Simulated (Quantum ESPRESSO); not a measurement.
**The states of the two spins in BeCo**

Where do the states of the two spins of BeCo lie?

Method: BLYP; plane waves with GBRV 1.5 PBEsol potentials, no spin-orbit coupling, in Quantum ESPRESSO 7.5.

**1. The starting structure**

The structure is cubic, space group Pm-3m (No. 221). Conventional cell: a = 2.606 Å, b = 2.606 Å, c = 2.606 Å, α = 90.00°, β = 90.00°, γ = 90.00°. Be has 8 Co at 2.26 Å nearest. Co has 8 Be at 2.26 Å nearest. Farther neighbours are not listed.

The cell comes from the Crystallography Open Database.

**2. Ground-state run**

This state came out lowest in a comparison of starts that is told elsewhere.

Contents of pw.in:

```
&CONTROL
  calculation = 'scf'
  prefix = 'pwscf'
  outdir = './tmp'
  pseudo_dir = './pseudo'
  disk_io = 'low'
/
&SYSTEM
  ibrav = 0
  celldm(1) = 8
  nat = 2
  ntyp = 2
  ecutwfc = 40
  ecutrho = 280
  nbnd = 22
  input_dft = 'blyp'
  occupations = 'smearing'
  smearing = 'fd'
  degauss = 0.00367493
  nspin = 2
  starting_magnetization(1) = 0
  starting_magnetization(2) = 0.1176
/
&ELECTRONS
  conv_thr = 4d-09
  electron_maxstep = 150
  mixing_beta = 0.3
/
ATOMIC_SPECIES
Be      9.0122 be_pbesol_v1.4.uspp.F.UPF
Co     58.9332 co_pbesol_v1.2.uspp.F.UPF
CELL_PARAMETERS alat
   0.6155782850968    0.0000000000000    0.0000000000000
   0.0000000000000    0.6155782850968    0.0000000000000
   0.0000000000000    0.0000000000000    0.6155782850968
ATOMIC_POSITIONS crystal
Be      0.0000000000    0.0000000000    0.0000000000
Co      0.5000000000    0.5000000000    0.5000000000
K_POINTS automatic
10 10 10 0 0 0
```

Command:

```console
$ OMP_NUM_THREADS=1 mpirun -n 2 pw.x -nk 2 -in pw.in > pw.out
```

Output:

```text
Program PWSCF v.7.5 starts

     IMPORTANT: XC functional enforced from input :
     Exchange-correlation= BLYP
                           (   1   3   1   3   0   0   0)
     Any further DFT definition will be discarded
     Please, verify this is what you really want

     Message from routine setup:
     using ibrav=0 with symmetry is DISCOURAGED, use correct ibrav instead

     K-points division:     npool     =       2
     Subspace diagonalization in iterative solution of the eigenvalue problem:

     bravais-lattice index     =            0
     lattice parameter (alat)  =       8.0000  a.u.
     unit-cell volume          =     119.4318 (a.u.)^3
     number of atoms/cell      =            2
     number of atomic types    =            2
     number of electrons       =        21.00
     number of Kohn-Sham states=           22
     kinetic-energy cutoff     =      40.0000  Ry
     charge density cutoff     =     280.0000  Ry
     scf convergence threshold =      4.0E-09
     mixing beta               =       0.3000
     number of iterations used =            8  plain     mixing
     Exchange-correlation= BLYP
                           (   1   3   1   3   0   0   0)

     celldm(1)=   8.000000  celldm(2)=   0.000000  celldm(3)=   0.000000
     celldm(4)=   0.000000  celldm(5)=   0.000000  celldm(6)=   0.000000

     crystal axes: (cart. coord. in units of alat)
               a(1) = (   0.615578   0.000000   0.000000 )
               a(2) = (   0.000000   0.615578   0.000000 )
               a(3) = (   0.000000   0.000000   0.615578 )

     reciprocal axes: (cart. coord. in units 2 pi/alat)
               b(1) = (  1.624489  0.000000  0.000000 )
               b(2) = (  0.000000  1.624489  0.000000 )
               b(3) = (  0.000000  0.000000  1.624489 )

     PseudoPot. # 1 for Be read from file:
     be_pbesol_v1.4.uspp.F.UPF
     Pseudo is Ultrasoft, Zval =  4.0

     PseudoPot. # 2 for Co read from file:
     co_pbesol_v1.2.uspp.F.UPF
     Pseudo is Ultrasoft + core correction, Zval = 17.0

     atomic species   valence    mass     pseudopotential
     Be                4.00     9.01220     Be( 1.00)
     Co               17.00    58.93320     Co( 1.00)

     Starting magnetic structure
     atomic species   magnetization
     Be              0.000
     Co              0.118

     48 Sym. Ops., with inversion, found

   Cartesian axes

     site n.     atom                  positions (alat units)
         1        Be     tau(   1) = (   0.0000000   0.0000000   0.0000000  )
         2        Co     tau(   2) = (   0.3077891   0.3077891   0.3077891  )

     number of k points=    56  Fermi-Dirac smearing, width (Ry)=  0.0037
                       cart. coord. in units 2pi/alat
        k(    1) = (   0.0000000   0.0000000   0.0000000), wk =   0.0010000
        k(    2) = (   0.0000000   0.0000000   0.1624489), wk =   0.0060000
        k(    3) = (   0.0000000   0.0000000   0.3248978), wk =   0.0060000
        k(    4) = (   0.0000000   0.0000000   0.4873466), wk =   0.0060000
        k(    5) = (   0.0000000   0.0000000   0.6497955), wk =   0.0060000
        [... 51 further k-points ...]

     Dense  grid:     9459 G-vectors     FFT dimensions: (  27,  27,  27)

     Smooth grid:     4067 G-vectors     FFT dimensions: (  20,  20,  20)

     Check: negative core charge=   -0.000041
     Generating pointlists ...
     new r_m :   0.2199 (alat units)  1.7593 (a.u.) for type    1
     new r_m :   0.2199 (alat units)  1.7593 (a.u.) for type    2

     Initial potential from superposition of free atoms

     starting charge      19.9998, renormalised to      21.0000
     Starting wfcs are   18 randomized atomic wfcs +    4 random wfcs

     Self-consistent Calculation

     iteration #  1     ecut=    40.00 Ry     beta= 0.30
     Davidson diagonalization with overlap
     ethr =  1.00E-02,  avg # of iterations =  5.5

     total energy              =    -322.83963387 Ry
     estimated scf accuracy    <      12.01663542 Ry

     total magnetization       =     0.69 Bohr mag/cell
     absolute magnetization    =     0.92 Bohr mag/cell

     iteration #  2     ecut=    40.00 Ry     beta= 0.30
     Davidson diagonalization with overlap
     ethr =  1.00E-02,  avg # of iterations =  2.1

     total energy              =    -325.83155373 Ry
     estimated scf accuracy    <       8.37071017 Ry

     total magnetization       =     0.07 Bohr mag/cell
     absolute magnetization    =     0.18 Bohr mag/cell

     [... further iterations left out ...]

     iteration # 15     ecut=    40.00 Ry     beta= 0.30
     Davidson diagonalization with overlap
     ethr =  9.08E-11,  avg # of iterations =  1.0

     total energy              =    -326.66951193 Ry
     estimated scf accuracy    <       0.00000002 Ry

     total magnetization       =     0.33 Bohr mag/cell
     absolute magnetization    =     0.40 Bohr mag/cell

     iteration # 16     ecut=    40.00 Ry     beta= 0.30
     Davidson diagonalization with overlap
     ethr =  8.32E-11,  avg # of iterations =  2.0

     Magnetic moment per site  (integrated on atomic sphere of radius R)
     atom   1 (R=0.220)  charge=  3.1755  magn= -0.0178
     atom   2 (R=0.220)  charge= 15.1863  magn=  0.3549

     End of self-consistent calculation

     Number of k-points >= 100: set verbosity='high' to print the bands.

     the Fermi energy is    14.9827 ev

!    total energy              =    -326.66951235 Ry
     estimated scf accuracy    <          1.3E-10 Ry
     smearing contrib. (-TS)   =      -0.00113975 Ry
     internal energy E=F+TS    =    -326.66837260 Ry

     The total energy is F=E-TS. E is the sum of the following terms:
     one-electron contribution =    -196.21939018 Ry
     hartree contribution      =     105.09318904 Ry
     xc contribution           =     -37.67151740 Ry
     ewald contribution        =    -197.87065406 Ry

     total magnetization       =     0.33 Bohr mag/cell
     absolute magnetization    =     0.39 Bohr mag/cell

     convergence has been achieved in  16 iterations

=------------------------------------------------------------------------------=
   JOB DONE.
=------------------------------------------------------------------------------=
```

Elapsed: 8.2 s, on 2 MPI ranks of Arm Neoverse V2, shared host; peak memory 0.15 GiB.

Spin moment in the atom's sphere by atom:

| atom | spin moment in the atom's sphere (μB) |
| --- | --- |
| Be1 | -0.018 |
| Co2 | 0.355 |

Read from the output:

* smearing term TS: 0.01551 eV
* magnetization: 0.33 μB
* absolute magnetization: 0.391 μB
* final state: ferromagnetic

**3. Projected density of states**

Contents of projwfc.in:

```
&PROJWFC
  prefix = 'pwscf'
  outdir = './tmp'
  filpdos = 'pdos'
  ngauss = 0
  degauss = 0.01
  DeltaE = 0.05
  Emin = 5.98
  Emax = 19.98
/
```

Command:

```console
$ OMP_NUM_THREADS=1 mpirun -n 2 projwfc.x -nk 2 -in projwfc.in > projwfc.out
```

Output:

```text
[banner, memory and clock lines left out]
Program PROJWFC v.7.5 starts

     [... lines left out ...]
     IMPORTANT: XC functional enforced from input :
     Exchange-correlation= BLYP
                           (   1   3   1   3   0   0   0)
     Any further DFT definition will be discarded
     Please, verify this is what you really want

     G-vector sticks info

     Check: negative core charge=   -0.000041

     Gaussian broadening (read from input): ngauss,degauss=   0    0.010000

     Calling projwave ....

  Problem Sizes
  natomwfc =           18
  nbnd     =           22
  nkstot   =          112
  npwx     =          536
  nkb      =           32

     Atomic states used for projection
     (read from pseudopotential files):

     state #   1: atom   1 (Be ), wfc  1 (l=0 m= 1)
     state #   2: atom   1 (Be ), wfc  2 (l=0 m= 1)
     state #   3: atom   1 (Be ), wfc  3 (l=1 m= 1)
     state #   4: atom   1 (Be ), wfc  3 (l=1 m= 2)
     state #   5: atom   1 (Be ), wfc  3 (l=1 m= 3)
     state #   6: atom   2 (Co ), wfc  1 (l=0 m= 1)
     state #   7: atom   2 (Co ), wfc  2 (l=1 m= 1)
     state #   8: atom   2 (Co ), wfc  2 (l=1 m= 2)
     state #   9: atom   2 (Co ), wfc  2 (l=1 m= 3)
     state #  10: atom   2 (Co ), wfc  3 (l=2 m= 1)
     state #  11: atom   2 (Co ), wfc  3 (l=2 m= 2)
     state #  12: atom   2 (Co ), wfc  3 (l=2 m= 3)
     state #  13: atom   2 (Co ), wfc  3 (l=2 m= 4)
     state #  14: atom   2 (Co ), wfc  3 (l=2 m= 5)
     state #  15: atom   2 (Co ), wfc  4 (l=0 m= 1)
     state #  16: atom   2 (Co ), wfc  5 (l=1 m= 1)
     state #  17: atom   2 (Co ), wfc  5 (l=1 m= 2)
     state #  18: atom   2 (Co ), wfc  5 (l=1 m= 3)

 [... projections of the bands left out ...]

Lowdin Charges:

     Atom #   1: total charge =   3.8358, s =  2.3595, p =  1.4763, d =  0.0000,
                 spin up      =   1.9018, s =  1.1765,
                 spin up      =   1.9018, p =  0.7252, pz=  0.2417, px=  0.2417, py=  0.2417,
                 spin up      =   1.9018, d =  0.0000, dz2=  0.0000, dxz=  0.0000, dyz=  0.0000, dx2-y2=  0.0000, dxy=  0.0000,
                 spin down    =   1.9340, s =  1.1830,
                 spin down    =   1.9340, p =  0.7510, pz=  0.2503, px=  0.2503, py=  0.2503,
                 spin down    =   1.9340, d =  0.0000, dz2=  0.0000, dxz=  0.0000, dyz=  0.0000, dx2-y2=  0.0000, dxy=  0.0000,
                 polarization =  -0.0322, s = -0.0064, p = -0.0258, d =  0.0000,
     Atom #   2: total charge =  17.1391, s =  2.2722, p =  7.0889, d =  7.7781,
                 spin up      =   8.7514, s =  1.1357,
                 spin up      =   8.7514, p =  3.5432, pz=  1.1811, px=  1.1811, py=  1.1811,
                 spin up      =   8.7514, d =  4.0725, dz2=  0.7212, dxz=  0.8767, dyz=  0.8767, dx2-y2=  0.7212, dxy=  0.8767,
                 spin down    =   8.3876, s =  1.1365,
                 spin down    =   8.3876, p =  3.5456, pz=  1.1819, px=  1.1819, py=  1.1819,
                 spin down    =   8.3876, d =  3.7055, dz2=  0.6750, dxz=  0.7852, dyz=  0.7852, dx2-y2=  0.6750, dxy=  0.7852,
                 polarization =   0.3638, s = -0.0008, p = -0.0024, d =  0.3670,
     Spilling Parameter:   0.0012
```

It took 1.1 s on 2 MPI ranks; peak memory 0.05 GiB; 2.3 s of CPU time.

The density of states has structure finer than the step of the table below, so its rows give means over 0.5 eV, whole bins alone (the curve runs from -9.00 to 5.05 eV). Peaks (eV: height): up -3.35: 1.11, -2.65: 1.5, -1.35: 1.93, -0.75: 2.47; down -2.35: 1.34, -1.95: 1.37, -1.10: 1.85, -0.40: 2.45; Be1 p up -3.35: 0.212, -2.75: 0.182, -2.05: 0.164, -1.30: 0.13; Be1 p down -3.85: 0.134, -2.90: 0.219, -1.90: 0.185, -1.10: 0.138; Co2 d up -4.10: 0.564, -2.60: 1.2, -1.40: 1.7, -0.75: 2.31.

Gaussian broadening of 0.136 eV on the SCF mesh. The density of states by energy, zero at the Fermi level; means over each step; values in states/eV/cell:

| energy (eV) | up | down | Be1 p up | Be1 p down | Co2 d up | Co2 d down |
| --- | --- | --- | --- | --- | --- | --- |
| -8.5 | 0.0768 | 0.0768 | 0.0189 | 0.0189 | 3.1e-4 | 3.0e-4 |
| -8.0 | 0.0629 | 0.0626 | 0.0174 | 0.0173 | 4.5e-4 | 4.1e-4 |
| -7.5 | 0.138 | 0.137 | 0.0441 | 0.0439 | 0.00250 | 0.00226 |
| -7.0 | 0.122 | 0.120 | 0.0393 | 0.0388 | 0.00359 | 0.00317 |
| -6.5 | 0.144 | 0.140 | 0.0531 | 0.0515 | 0.00856 | 0.00741 |
| -6.0 | 0.195 | 0.190 | 0.0684 | 0.0667 | 0.0163 | 0.0139 |
| -5.5 | 0.206 | 0.210 | 0.0769 | 0.0799 | 0.0263 | 0.0240 |
| -5.0 | 0.263 | 0.239 | 0.0801 | 0.0753 | 0.0525 | 0.0408 |
| -4.5 | 0.291 | 0.208 | 0.0560 | 0.0548 | 0.120 | 0.0605 |
| -4.0 | 0.701 | 0.724 | 0.103 | 0.102 | 0.353 | 0.331 |
| -3.5 | 0.654 | 0.419 | 0.140 | 0.104 | 0.360 | 0.206 |
| -3.0 | 0.903 | 0.857 | 0.181 | 0.202 | 0.584 | 0.498 |
| -2.5 | 1.29 | 1.07 | 0.127 | 0.158 | 1.06 | 0.784 |
| -2.0 | 0.911 | 1.18 | 0.104 | 0.136 | 0.729 | 0.950 |
| -1.5 | 1.41 | 0.705 | 0.0841 | 0.0658 | 1.24 | 0.580 |
| -1.0 | 1.82 | 1.41 | 0.0770 | 0.0899 | 1.67 | 1.24 |
| -0.5 | 1.73 | 2.06 | 0.0454 | 0.0609 | 1.60 | 1.92 |
| 0.0 | 0.586 | 1.36 | 0.0385 | 0.0425 | 0.484 | 1.25 |
| 0.5 | 0.207 | 0.433 | 0.0171 | 0.0257 | 0.159 | 0.356 |
| 1.0 | 0.291 | 0.172 | 0.0432 | 0.0148 | 0.202 | 0.136 |
| 1.5 | 0.500 | 0.459 | 0.0977 | 0.0708 | 0.307 | 0.314 |
| 2.0 | 0.282 | 0.492 | 0.0626 | 0.0953 | 0.158 | 0.310 |
| 2.5 | 0.291 | 0.209 | 0.0807 | 0.0509 | 0.117 | 0.0990 |
| 3.0 | 0.275 | 0.338 | 0.0955 | 0.103 | 0.0940 | 0.134 |
| 3.5 | 0.147 | 0.160 | 0.0511 | 0.0546 | 0.0482 | 0.0583 |
| 4.0 | 0.147 | 0.192 | 0.0526 | 0.0651 | 0.0425 | 0.0628 |
| 4.5 | 0.100 | 0.0744 | 0.0501 | 0.0346 | 0.0168 | 0.0144 |

**4. What came out**

```
state                      : ferromagnetic
largest moment in a sphere : 0.355 μB
```

**Reading.** The most distinct maxima of the density of states (up) lie at -4.10, -3.35, -2.65, -1.35 and -0.75 eV, the highest at -0.753 eV. These are Kohn–Sham states without spin–orbit coupling, on the mesh of the self-consistent run. The pseudopotentials were made with another functional, an inconsistency that can move energies.

[Logs and program files are shortened in this print: banners, set-up blocks, solver, clock and traceback lines can be left out without a mark of their own.]

[Logs are printed without paths, hosts, clocks, repeated set-up lines and the standing remarks that a program may print on its own settings, such as how far it seeks lower states.]

[Hosts, paths, dates, database ids (printed as entryN), source tags and the programs' standing remarks are cut or masked in the printed files.]

[Where a cell is said to come from a database of computed structures, the database is the Materials Project.]
